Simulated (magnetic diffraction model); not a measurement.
# HoBiS3: the ordered moment from one line

Space group R3c (no. 161), a = 6.9740 Å, c = 18.2290 Å.

| site | atom | x | y | z |
| --- | --- | --- | --- | --- |
| 6a | Bi | 1/3 | 2/3 | 0.1757 |
| 6a | Ho | 2/3 | 1/3 | 0.0522 |
| 18b | S | 0.6340 | 0.9291 | 0.2834 |

This is a made-up structure (elements placed in a structure type, unrelaxed), so the numbers test the method and describe no known phase.

Only Ho is taken to order (form factors of Ho3+); orders and moment sizes are assumed, and not adapted to the symmetry. Radiation: neutrons of λ = 2.567 Å, 3° to 70°; isotropic B of 0.47 Å² (Bi), 0.62 Å² (Ho) and 0.76 Å² (S). Simulated constant-wavelength pattern: nuclear and magnetic terms add, the magnetic one as |2.695 fm × Σ f S⊥ exp(2πi Q·r) exp(−B s²)|², summed over all Q at one angle with the factor 1/(sin²θ cos θ). For collinear order S is the moment m, which repeats by lattice and centring translations R with the sign exp(−2πi k·R). Free-ion form factors, Sears's scattering lengths of 1992, no absorption; a label names one of the reflections at its angle. The strongest nuclear line in the range is 100, and lines under 0.2 are left out.

In a first state the assumed order is k = (0 0 3/2), collinear moments along [100], 9.5 μB on Ho; signs + at (2/3, 1/3, 0.0522), + at (0, 0, 0.2189), with this pattern:

| 2θ (°) | index | nuclear | magnetic |
| --- | --- | --- | --- |
| 12.12 | (0 0 3/2) | 0.0 | 591.4 |
| 24.88 | (0 1 1/2) | 0.0 | 211.9 |
| 29.54 | (0 1 2) | 31.9 | 0.0 |
| 32.04 | (1 0 5/2) | 0.0 | 172.3 |
| 36.94 | (0 0 9/2) | 0.0 | 60.7 |
| 37.98 | (0 1 7/2) | 0.0 | 135.1 |
| 41.32 | (1 0 4) | 84.3 | 0.0 |
| 43.20 | (1 1 0) | 78.6 | 0.0 |
| 45.03 | (1 1 3/2) | 0.0 | 129.1 |
| 49.98 | (0 0 6) | 1.2 | 0.0 |
| 50.22 | (1 1 3) | 28.7 | 0.0 |
| 50.49 | (2 0 1/2) | 0.0 | 47.4 |
| 52.43 | (1 0 11/2) | 0.0 | 76.8 |
| 53.20 | (2 0 2) | 4.2 | 0.0 |
| 54.78 | (0 2 5/2) | 0.0 | 45.4 |
| 58.11 | (1 1 9/2) | 0.0 | 99.5 |
(The table stops after 16 lines; 7 more lie at higher angle.)

**Question.** Nearer the ordering temperature the line at 12.12° has total intensity 53.2 on the same scale, and all moments have shrunk alike. How large is the Ho moment?

The nuclear part, 0.0, stays, so the magnetic part is 53.2 against 591.4. It goes as m², so m = 9.5 × √(53.2/591.4) = 2.85 μB; the value used was 2.85 μB.
